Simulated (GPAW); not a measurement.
# Ru L₃-edge XANES of NbRu (Pm-3m)

Aim: the dependence of the Ru L₃ near-edge features of NbRu (Pm-3m) on volume.

Method: X-ray absorption from dipole matrix elements to empty bands, plane-wave PAW LDA, in GPAW 26.7.0.

This is a report of a sequence of runs, with most program output left out.

**1. Starting point**

The structure is cubic, space group Pm-3m (No. 221). Conventional cell: a = 3.184 Å, b = 3.184 Å, c = 3.184 Å, α = 90.00°, β = 90.00°, γ = 90.00°. Nearest to Ru lie 8 Nb at 2.76 Å. Nb has 8 Ru at 2.76 Å nearest. Farther neighbours are not listed.

Structure file:

```cif
data_structure
_symmetry_space_group_name_H-M 'P 1'
_symmetry_Int_Tables_number 1
_cell_length_a 3.1840
_cell_length_b 3.1840
_cell_length_c 3.1840
_cell_angle_alpha 90.000
_cell_angle_beta 90.000
_cell_angle_gamma 90.000
_cell_volume 32.28
loop_
_atom_site_label
_atom_site_type_symbol
_atom_site_fract_x
_atom_site_fract_y
_atom_site_fract_z
_atom_site_occupancy
Ru1 Ru 0.50000 0.50000 0.50000 1
Nb2 Nb 0.00000 0.00000 0.00000 1
```

**2. The field without a hole**

The ground state comes first: it tells whether the system has a gap, which decides how the excited electron is treated.

scf.py reads:

```python
import numpy as np
from ase import Atoms
from ase.parallel import parprint, paropen
from gpaw import GPAW, PW, FermiDirac, Mixer, MixerDif, setup_paths
from gpaw.test import gen
setup_paths.insert(0, '.')
gen('Ru', name='nch2p', xcname='LDA', corehole=(2, 1, 0), write_xml=True)
from gpaw.mpi import world
world.barrier()

atoms = Atoms('RuNb',
    cell=[[3.184, 0, 0],
     [0, 3.184, 0],
     [0, 0, 3.184]],
    scaled_positions=[[0.5, 0.5, 0.5],
     [0, 0, 0]],
    pbc=True)
atoms.calc = calc = GPAW(legacy_gpaw=True, mode=PW(430), xc='LDA', setups={0: 'nch2p'},
    kpts={'size': (8, 8, 8), 'gamma': True}, occupations=FermiDirac(0.05),
    charge=0, mixer=Mixer(0.1, 5, 50), maxiter=150,
    convergence={'density': 0.0001}, txt='scf.txt')
energy = atoms.get_potential_energy() + calc.get_reference_energy()
ef = calc.get_fermi_level()
out = dict(energy=energy, fermi=ef, forces=atoms.get_forces().tolist())
parprint(f'all-electron energy {energy:.4f} eV, Fermi level {ef:.4f} eV')
ev = np.array([[calc.get_eigenvalues(k, s) for k in range(len(calc.get_ibz_k_points()))] for s in range(calc.get_number_of_spins())])
out['homo'], out['lumo'], out['counts'] = ev[ev < ef].max(), ev[ev > ef].min(), sorted(set((ev < ef).sum((0, 2)).tolist()))
out['filled'] = (ev[:, 0] < ef).sum(1).tolist()
import json
with paropen('out.json', 'w') as f:
    json.dump(out, f)
```

Run with:

```
OMP_NUM_THREADS=1 mpirun -n 2 gpaw python scf.py
```

Elapsed: 9.7 s, on 2 MPI ranks of Arm Neoverse V1, shared host; peak memory 0.17 GiB.

The mesh shows no gap, so the system is treated as a metal and the core electron is put at the Fermi level (neutral cell).

**3. Supercell without a hole, the energy reference**

The photon energy needs a difference of total energies, so the cell and mesh of the coming hole run are first run without a hole.

Changes to scf.py since step 2:

```diff
@@ -10,11 +10,17 @@
 
-atoms = Atoms('RuNb',
-    cell=[[3.184, 0, 0],
-     [0, 3.184, 0],
-     [0, 0, 3.184]],
-    scaled_positions=[[0.5, 0.5, 0.5],
-     [0, 0, 0]],
+atoms = Atoms('Ru4Nb4',
+    cell=[[3.184, 3.184, 3.184],
+     [-3.184, 3.184, -3.184],
+     [-3.184, 3.184, 3.184]],
+    scaled_positions=[[0.5, 0, 0],
+     [0, 0.5, 0],
+     [0.5, 0.5, 0.5],
+     [0, 0, 0.5],
+     [0, 0, 0],
+     [0.5, 0.5, 0],
+     [0, 0.5, 0.5],
+     [0.5, 0, 0.5]],
     pbc=True)
 atoms.calc = calc = GPAW(legacy_gpaw=True, mode=PW(430), xc='LDA', setups={0: 'nch2p'},
-    kpts={'size': (8, 8, 8), 'gamma': True}, occupations=FermiDirac(0.05),
+    kpts={'size': (6, 6, 6), 'gamma': True}, occupations=FermiDirac(0.1),
     charge=0, mixer=Mixer(0.1, 5, 50), maxiter=150,
```

Run time: 2.3 min. Hardware: 2 MPI ranks; peak memory 0.31 GiB; 4.7 min of CPU time.

Reference energy: -907765.975 eV with the cores included.

**4. Spectrum with XCH, Ru atom 1**

The holes are 5.5 Å apart. In GPAW the data set carries the hole's charge, so charge=0 means a charged cell and charge=-1 a neutral one. The excited electron is kept in the cell, where it fills the lowest empty states and screens the hole. After the field has converged, empty bands are computed with the density fixed and the dipole matrix elements are summed.

The absorber has 8 Nb at 2.76 Å and 6 Ru at 3.18 Å (cube and octahedron, as in bcc, site symmetry m-3m).

xas.py reads:

```python
import numpy as np
from ase import Atoms
from ase.parallel import parprint, paropen
from gpaw import GPAW, PW, FermiDirac, Mixer, MixerDif, setup_paths
from gpaw.test import gen
setup_paths.insert(0, '.')
gen('Ru', name='fch2p', xcname='LDA', corehole=(2, 1, 1), write_xml=True)
from gpaw.mpi import world
world.barrier()

atoms = Atoms('Ru4Nb4',
    cell=[[3.184, 3.184, 3.184],
     [-3.184, 3.184, -3.184],
     [-3.184, 3.184, 3.184]],
    scaled_positions=[[0.5, 0, 0],
     [0, 0.5, 0],
     [0.5, 0.5, 0.5],
     [0, 0, 0.5],
     [0, 0, 0],
     [0.5, 0.5, 0],
     [0, 0.5, 0.5],
     [0.5, 0, 0.5]],
    pbc=True)
atoms.calc = calc = GPAW(legacy_gpaw=True, mode=PW(430), xc='LDA', setups={0: 'fch2p'},
    kpts={'size': (6, 6, 6), 'gamma': True}, occupations=FermiDirac(0.1),
    charge=-1, mixer=Mixer(0.1, 5, 50), maxiter=150,
    convergence={'density': 0.0001}, txt='scf.txt')
energy = atoms.get_potential_energy() + calc.get_reference_energy()
ef = calc.get_fermi_level()
out = dict(energy=energy, fermi=ef, forces=atoms.get_forces().tolist())
parprint(f'all-electron energy {energy:.4f} eV, Fermi level {ef:.4f} eV')
ev = np.array([[calc.get_eigenvalues(k, s) for k in range(len(calc.get_ibz_k_points()))] for s in range(calc.get_number_of_spins())])
out['homo'], out['lumo'], out['counts'] = ev[ev < ef].max(), ev[ev > ef].min(), sorted(set((ev < ef).sum((0, 2)).tolist()))
out['filled'] = (ev[:, 0] < ef).sum(1).tolist()

from ase.units import Ha
from gpaw.xas import dipole_matrix_elements
nb = int(calc.get_number_of_electrons() / 2) + 120
top, nb = nb, nb + 8 + nb // 12
nscf = calc.fixed_density(kpts={'size': (6, 6, 6), 'gamma': True}, nbands=nb,
    convergence={'bands': top, 'eigenstates': 1e-5}, maxiter=60, txt='nscf.txt')
cell = atoms.cell.array
ops = [cell.T @ U.T @ np.linalg.inv(cell.T) for U in nscf.wfs.kd.symmetry.op_scc]
E = np.arange(-6, 34, 0.1)
fwhm = np.interp(E, [4, 25], [2, 3.5])
Y, X, zero, highest = 0, 0, 1e9, 1e9
for spin in range(nscf.get_number_of_spins()):
    wfs = nscf.wfs
    A = dipole_matrix_elements(wfs.setups[0])
    eps = np.zeros((wfs.kd.nibzkpts, nb))
    d = np.zeros((3, A.shape[1], wfs.kd.nibzkpts, nb), complex)
    for kpt in wfs.kpt_u:
        if kpt.s == spin and 0 in kpt.P_ani:
            eps[kpt.k] = kpt.eps_n * Ha
            d[:, :, kpt.k] = (kpt.weight * wfs.nspins / 2) ** 0.5 * np.inner(A, kpt.P_ani[0])
    world.sum(eps)
    world.sum(d)
    T = np.einsum('amkn,bmkn->abkn', d, d.conj()).real
    T = sum(np.einsum('ai,ijkn,bj->abkn', R, T, R) for R in ops) / len(ops)
    empty = eps > ef
    zero, highest = min(zero, eps[empty].min()), min(highest, eps[:, top - 1].min())
    lines = [(eps, T, empty)] if spin == 0 else lines + [(eps, T, empty)]
for eps, T, empty in lines:
    f = np.einsum('aakn->akn', T).reshape(3, -1)
    x = eps.ravel() - zero
    w = np.interp(x, E, fwhm) / 2.35482
    g = np.exp(-0.5 * ((E[:, None] - x) / w) ** 2) / (w * (2 * np.pi) ** 0.5)
    Y = Y + (f * empty.ravel()) @ g.T
    X = X + (f * ~empty.ravel()) @ g.T
out.update(E=E.round(2).tolist(), xas=Y.tolist(), xes=X.tolist(), zero=zero, valid=highest - zero, nk=len(eps), nb=nb)
for i in range(0, len(E), 10):
    parprint(f'{E[i]:7.2f}', *(f'{v:10.3e}' for v in Y[:, i]))
import json
with paropen('out.json', 'w') as f:
    json.dump(out, f)
```

Run with:

```
OMP_NUM_THREADS=1 mpirun -n 2 gpaw python xas.py
```

Run time: 6.2 min. Hardware: 2 MPI ranks; peak memory 0.54 GiB.

The Ru L₃ spectrum, Ru atom 1, excited-electron core hole (neutral cell) (energy from the lowest empty level; intensity scaled to a mean of 1 over the first 20 eV):

```tsv
E (eV)	intensity
-2.0	0.06
-1.5	0.25
-1.0	0.69
-0.5	1.44
0.0	2.27
0.5	2.78
1.0	2.82
1.5	2.52
2.0	2.21
2.5	1.97
3.0	1.67
3.5	1.26
4.0	0.88
4.5	0.65
5.0	0.55
5.5	0.51
6.0	0.48
6.5	0.46
7.0	0.43
7.5	0.41
8.0	0.40
8.5	0.44
9.0	0.52
9.5	0.64
10.0	0.76
10.5	0.84
11.0	0.89
11.5	0.93
12.0	0.96
12.5	0.99
13.0	1.01
13.5	1.03
14.0	1.04
14.5	1.02
15.0	0.98
15.5	0.90
16.0	0.80
16.5	0.72
17.0	0.67
17.5	0.67
18.0	0.69
18.5	0.72
19.0	0.73
19.5	0.71
20.0	0.67
20.5	0.62
21.0	0.60
21.5	0.61
22.0	0.64
22.5	0.69
23.0	0.74
23.5	0.77
24.0	0.79
24.5	0.78
25.0	0.76
25.5	0.74
26.0	0.72
26.5	0.71
27.0	0.70
27.5	0.70
28.0	0.69
28.5	0.68
29.0	0.67
29.5	0.65
30.0	0.65
30.5	0.66
31.0	0.69
31.5	0.72
32.0	0.74
```

Main maxima below 30 eV (height): 0.8 eV (2.86), 14.0 eV (1.04), 18.8 eV (0.73) and 24.2 eV (0.79). At an L edge the dipole rule selects empty d (and weakly s) states on the absorber, and the strong line at the onset measures the empty part of its d band.

The energy difference (zero at 2870 eV) isn't read as a photon energy: for so heavy an absorber the terms left out (core spin–orbit splitting, the hole's spin, the functional's error) amount to tens of eV or more.

**5. Supercell without a hole, the energy reference**

The cell changes for the next run, so it gets a reference energy of its own.

The cell differs from the one that the last finished run ended in (a 5.515 → 5.344 Å, b 5.515 → 5.344 Å, c 5.515 → 5.344 Å).

Changes to scf.py since step 3:

```diff
@@ -11,5 +11,5 @@
 atoms = Atoms('Ru4Nb4',
-    cell=[[3.184, 3.184, 3.184],
-     [-3.184, 3.184, -3.184],
-     [-3.184, 3.184, 3.184]],
+    cell=[[3.08546191, 3.08546191, 3.08546191],
+     [-3.08546191, 3.08546191, -3.08546191],
+     [-3.08546191, 3.08546191, 3.08546191]],
     scaled_positions=[[0.5, 0, 0],
```

Run with:

```
OMP_NUM_THREADS=1 mpirun -n 2 gpaw python scf.py
```

The job ended after 2.1 min (2 MPI ranks; peak memory 0.31 GiB).

Reference energy: -907766.295 eV with the cores included.

**6. Spectrum with XCH, Ru atom 1**

Shorter bonds are expected to push antibonding states and scattering resonances up, and longer ones down; the cell is scaled to test that.

Changed against the first core-hole run: volume scale from 1 to 0.91.

Changes to xas.py since step 4:

```diff
@@ -11,5 +11,5 @@
 atoms = Atoms('Ru4Nb4',
-    cell=[[3.184, 3.184, 3.184],
-     [-3.184, 3.184, -3.184],
-     [-3.184, 3.184, 3.184]],
+    cell=[[3.08546191, 3.08546191, 3.08546191],
+     [-3.08546191, 3.08546191, -3.08546191],
+     [-3.08546191, 3.08546191, 3.08546191]],
     scaled_positions=[[0.5, 0, 0],
@@ -37,3 +37,3 @@
 from gpaw.xas import dipole_matrix_elements
-nb = int(calc.get_number_of_electrons() / 2) + 120
+nb = int(calc.get_number_of_electrons() / 2) + 113
 top, nb = nb, nb + 8 + nb // 12
```

Run with:

```
OMP_NUM_THREADS=1 mpirun -n 2 gpaw python xas.py
```

Run time: 5.4 min. Hardware: 2 MPI ranks; peak memory 0.52 GiB.

```tsv
E (eV)	first run	this run
-2.0	0.06	0.06
-1.0	0.69	0.65
0.0	2.27	2.16
1.0	2.82	2.69
2.0	2.21	2.08
3.0	1.67	1.75
4.0	0.88	1.10
5.0	0.55	0.58
6.0	0.48	0.48
7.0	0.43	0.45
8.0	0.40	0.41
9.0	0.52	0.38
10.0	0.76	0.50
11.0	0.89	0.76
12.0	0.96	0.97
13.0	1.01	1.07
14.0	1.04	1.12
15.0	0.98	1.10
16.0	0.80	0.98
17.0	0.67	0.76
18.0	0.69	0.64
19.0	0.73	0.69
20.0	0.67	0.75
21.0	0.60	0.70
22.0	0.64	0.60
23.0	0.74	0.58
24.0	0.79	0.66
25.0	0.76	0.74
26.0	0.72	0.76
27.0	0.70	0.73
28.0	0.69	0.70
29.0	0.67	0.69
30.0	0.65	0.67
31.0	0.69	0.63
32.0	0.74	0.61
```

Against the first run the r.m.s. difference is 10 %. The highest intensity below 24 eV goes from 0.8 eV (2.86) to 0.8 eV (2.73).

The photon energy of the zero moves by +0.11 eV.

**7. Reference energy of the supercell**

The cell differs from the one that the last finished run ended in (a 5.344 → 5.569 Å, b 5.344 → 5.569 Å, c 5.344 → 5.569 Å).

Changes to scf.py since step 5:

```diff
@@ -11,5 +11,5 @@
 atoms = Atoms('Ru4Nb4',
-    cell=[[3.08546191, 3.08546191, 3.08546191],
-     [-3.08546191, 3.08546191, -3.08546191],
-     [-3.08546191, 3.08546191, 3.08546191]],
+    cell=[[3.2155268, 3.2155268, 3.2155268],
+     [-3.2155268, 3.2155268, -3.2155268],
+     [-3.2155268, 3.2155268, 3.2155268]],
     scaled_positions=[[0.5, 0, 0],
```

Run with:

```
OMP_NUM_THREADS=1 mpirun -n 2 gpaw python scf.py
```

Elapsed: 1.8 min, on 2 MPI ranks; peak memory 0.31 GiB.

Reference energy: -907765.544 eV with the cores included.

**8. Spectrum with XCH, Ru atom 1**

Changed against the first core-hole run: volume scale from 1 to 1.03.

Changes to xas.py since step 6:

```diff
@@ -11,5 +11,5 @@
 atoms = Atoms('Ru4Nb4',
-    cell=[[3.08546191, 3.08546191, 3.08546191],
-     [-3.08546191, 3.08546191, -3.08546191],
-     [-3.08546191, 3.08546191, 3.08546191]],
+    cell=[[3.2155268, 3.2155268, 3.2155268],
+     [-3.2155268, 3.2155268, -3.2155268],
+     [-3.2155268, 3.2155268, 3.2155268]],
     scaled_positions=[[0.5, 0, 0],
@@ -37,3 +37,3 @@
 from gpaw.xas import dipole_matrix_elements
-nb = int(calc.get_number_of_electrons() / 2) + 113
+nb = int(calc.get_number_of_electrons() / 2) + 122
 top, nb = nb, nb + 8 + nb // 12
```

Run with:

```
OMP_NUM_THREADS=1 mpirun -n 2 gpaw python xas.py
```

The job ended after 6.4 min (2 MPI ranks; peak memory 0.55 GiB; 13 min of CPU time).

```tsv
E (eV)	first run	this run
-2.0	0.06	0.06
-1.0	0.69	0.70
0.0	2.27	2.32
1.0	2.82	2.87
2.0	2.21	2.25
3.0	1.67	1.62
4.0	0.88	0.83
5.0	0.55	0.55
6.0	0.48	0.48
7.0	0.43	0.43
8.0	0.40	0.42
9.0	0.52	0.60
10.0	0.76	0.81
11.0	0.89	0.89
12.0	0.96	0.94
13.0	1.01	1.00
14.0	1.04	1.02
15.0	0.98	0.93
16.0	0.80	0.76
17.0	0.67	0.67
18.0	0.69	0.71
19.0	0.73	0.71
20.0	0.67	0.64
21.0	0.60	0.61
22.0	0.64	0.70
23.0	0.74	0.78
24.0	0.79	0.80
25.0	0.76	0.75
26.0	0.72	0.71
27.0	0.70	0.70
28.0	0.69	0.69
29.0	0.67	0.66
30.0	0.65	0.68
31.0	0.69	0.73
32.0	0.74	0.74
```

The scaled spectrum changes by 3 % r.m.s. The highest intensity below 24 eV stays at 0.8 eV.

The photon energy of the zero moves by -0.04 eV.

**9. Reference energy of the supercell**

The cell and mesh change for the next run, so it gets a reference energy of its own.

The cell differs from the one that the last finished run ended in (a 5.569 → 5.676 Å, b 5.569 → 5.676 Å, c 5.569 → 5.676 Å).

Changes to scf.py since step 7:

```diff
@@ -11,5 +11,5 @@
 atoms = Atoms('Ru4Nb4',
-    cell=[[3.2155268, 3.2155268, 3.2155268],
-     [-3.2155268, 3.2155268, -3.2155268],
-     [-3.2155268, 3.2155268, 3.2155268]],
+    cell=[[3.27678961, 3.27678961, 3.27678961],
+     [-3.27678961, 3.27678961, -3.27678961],
+     [-3.27678961, 3.27678961, 3.27678961]],
     scaled_positions=[[0.5, 0, 0],
@@ -24,3 +24,3 @@
 atoms.calc = calc = GPAW(legacy_gpaw=True, mode=PW(430), xc='LDA', setups={0: 'nch2p'},
-    kpts={'size': (6, 6, 6), 'gamma': True}, occupations=FermiDirac(0.1),
+    kpts={'size': (5, 5, 5), 'gamma': True}, occupations=FermiDirac(0.1),
     charge=0, mixer=Mixer(0.1, 5, 50), maxiter=150,
```

Run with:

```
OMP_NUM_THREADS=1 mpirun -n 2 gpaw python scf.py
```

Run time: 73 s. Hardware: 2 MPI ranks; peak memory 0.28 GiB; 2.4 min of CPU time.

Reference energy: -907764.345 eV with the cores included.

**10. Spectrum with XCH, Ru atom 1**

Changed against the first core-hole run: volume scale from 1 to 1.09; the field's mesh follows (6×6×6 to 5×5×5).

Changes to xas.py since step 8:

```diff
@@ -11,5 +11,5 @@
 atoms = Atoms('Ru4Nb4',
-    cell=[[3.2155268, 3.2155268, 3.2155268],
-     [-3.2155268, 3.2155268, -3.2155268],
-     [-3.2155268, 3.2155268, 3.2155268]],
+    cell=[[3.27678961, 3.27678961, 3.27678961],
+     [-3.27678961, 3.27678961, -3.27678961],
+     [-3.27678961, 3.27678961, 3.27678961]],
     scaled_positions=[[0.5, 0, 0],
@@ -24,3 +24,3 @@
 atoms.calc = calc = GPAW(legacy_gpaw=True, mode=PW(430), xc='LDA', setups={0: 'fch2p'},
-    kpts={'size': (6, 6, 6), 'gamma': True}, occupations=FermiDirac(0.1),
+    kpts={'size': (5, 5, 5), 'gamma': True}, occupations=FermiDirac(0.1),
     charge=-1, mixer=Mixer(0.1, 5, 50), maxiter=150,
@@ -37,3 +37,3 @@
 from gpaw.xas import dipole_matrix_elements
-nb = int(calc.get_number_of_electrons() / 2) + 122
+nb = int(calc.get_number_of_electrons() / 2) + 127
 top, nb = nb, nb + 8 + nb // 12
```

Run with:

```
OMP_NUM_THREADS=1 mpirun -n 2 gpaw python xas.py
```

It took 6.2 min on 2 MPI ranks; peak memory 0.56 GiB.

```tsv
E (eV)	first run	this run
-2.0	0.06	0.06
-1.0	0.69	0.70
0.0	2.27	2.36
1.0	2.82	2.95
2.0	2.21	2.32
3.0	1.67	1.51
4.0	0.88	0.76
5.0	0.55	0.54
6.0	0.48	0.47
7.0	0.43	0.43
8.0	0.40	0.52
9.0	0.52	0.74
10.0	0.76	0.84
11.0	0.89	0.87
12.0	0.96	0.93
13.0	1.01	0.98
14.0	1.04	0.97
15.0	0.98	0.86
16.0	0.80	0.72
17.0	0.67	0.70
18.0	0.69	0.71
19.0	0.73	0.66
20.0	0.67	0.63
21.0	0.60	0.70
22.0	0.64	0.80
23.0	0.74	0.83
24.0	0.79	0.77
25.0	0.76	0.73
26.0	0.72	0.71
27.0	0.70	0.71
28.0	0.69	0.69
29.0	0.67	0.71
30.0	0.65	0.75
31.0	0.69	0.74
32.0	0.74	0.67
```

The scaled spectrum changes by 8 % r.m.s. The highest intensity below 24 eV goes from 0.8 eV (2.86) to 0.8 eV (2.99).

The photon energy of the zero moves by -0.11 eV.

**11. The volumes side by side**

```tsv
volume	nearest distance (Å)	shift of the zero (eV)	maximum 1 (eV above own zero)	maximum 2 (eV above own zero)	maximum 3 (eV above own zero)
0.91	2.672	+0.11	0.8	14.4	25.8
1	2.757	+0.00	0.8	14.0	24.2
1.03	2.785	-0.04	0.8	13.8	23.6
1.09	2.838	-0.11	0.8	13.4	22.8
```

The curves, each shifted by its zero's change so that they share one photon-energy axis, counted from the zero at V × 1:

```tsv
E (eV)	V × 0.91	V × 1	V × 1.03	V × 1.09
-2.0	0.04	0.06	0.07	0.09
-1.0	0.54	0.69	0.75	0.86
0.0	1.99	2.27	2.37	2.51
1.0	2.71	2.82	2.85	2.90
2.0	2.14	2.21	2.23	2.24
3.0	1.79	1.67	1.59	1.40
4.0	1.19	0.88	0.81	0.72
5.0	0.61	0.55	0.54	0.53
6.0	0.49	0.48	0.47	0.46
7.0	0.45	0.43	0.42	0.43
8.0	0.42	0.40	0.43	0.54
9.0	0.38	0.52	0.61	0.76
10.0	0.48	0.76	0.81	0.84
11.0	0.73	0.89	0.89	0.87
12.0	0.96	0.96	0.94	0.93
13.0	1.07	1.01	1.00	0.98
14.0	1.11	1.04	1.01	0.97
15.0	1.11	0.98	0.93	0.84
16.0	1.00	0.80	0.76	0.71
17.0	0.79	0.67	0.67	0.70
18.0	0.65	0.69	0.71	0.71
19.0	0.68	0.73	0.71	0.65
20.0	0.75	0.67	0.63	0.63
21.0	0.71	0.60	0.62	0.71
22.0	0.61	0.64	0.70	0.81
23.0	0.57	0.74	0.79	0.82
24.0	0.65	0.79	0.80	0.77
25.0	0.73	0.76	0.75	0.72
26.0	0.76	0.72	0.71	0.71
27.0	0.73	0.70	0.70	0.70
28.0	0.70	0.69	0.69	0.69
29.0	0.69	0.67	0.66	0.71
30.0	0.68	0.65	0.68	0.75
31.0	0.63	0.69	0.73	0.74
32.0	0.61	0.74	0.74	0.66
```

**12. Outcome**

| Property | Result |
| --- | --- |
| absorber and edge | Ru L₃, atom 1 of the ground-state input (counted from 1) |
| surroundings | 8 Nb at 2.76 Å and 6 Ru at 3.18 Å (cube and octahedron, as in bcc, site symmetry m-3m) |
| highest intensity below 24 eV | 0.8 eV above the zero, height 2.86 |

From V × 0.91 to V × 1.09 the nearest distance grows by 0.166 Å and the zero moves by -0.22 eV. Above their own zero, the maxima move from 0.8 to 0.8 eV, from 14.4 to 13.4 eV and from 25.8 to 22.8 eV. The one highest in energy moves most, in the direction that the rule ΔE·R² ≈ constant for scattering resonances gives. The Ru L₃ edge of atom 1, with 8 Nb at 2.76 Å and 6 Ru at 3.18 Å (cube and octahedron, as in bcc, site symmetry m-3m), has its highest intensity of the first 24 eV at 0.8 eV above the zero, 2.9 times the mean level of the first 20 eV (Gaussian full width 2 eV up to 4 eV, rising linearly to 3.5 eV at 25 eV). Only the L₃ part is meant: spin–orbit coupling of the core level isn't computed and the L₂ copy isn't added. The script folds with a Gaussian, whereas the core hole's own line is a Lorentzian, so the onset is too steep and the first peak too high. The holes are only 5.5 Å apart, so the shape is probably not converged with cell size; no larger cell was run here. Lifetime broadening is put in by hand, and intensities beyond about 20 eV depend on it and on the partial waves; weight that the partial waves miss at high energy is lost. The structure is a published determination, not relaxed.

[Logs are printed without paths, hosts, clocks, repeated set-up lines and the standing remarks that a program may print on its own settings, such as how far it seeks lower states.]

[Hosts, paths, dates, database ids (printed as entryN), source tags and the programs' standing remarks are cut or masked in the printed files.]

[Lists of maxima count a maximum above −3 eV only where it reaches 4 % of the highest in the window and stands out from its surroundings by 2 % of it (1.5 % where it reaches 55 %); shoulders and weaker maxima are passed over, and of the rest the first, up to two pre-edge ones and the few strongest are named.]
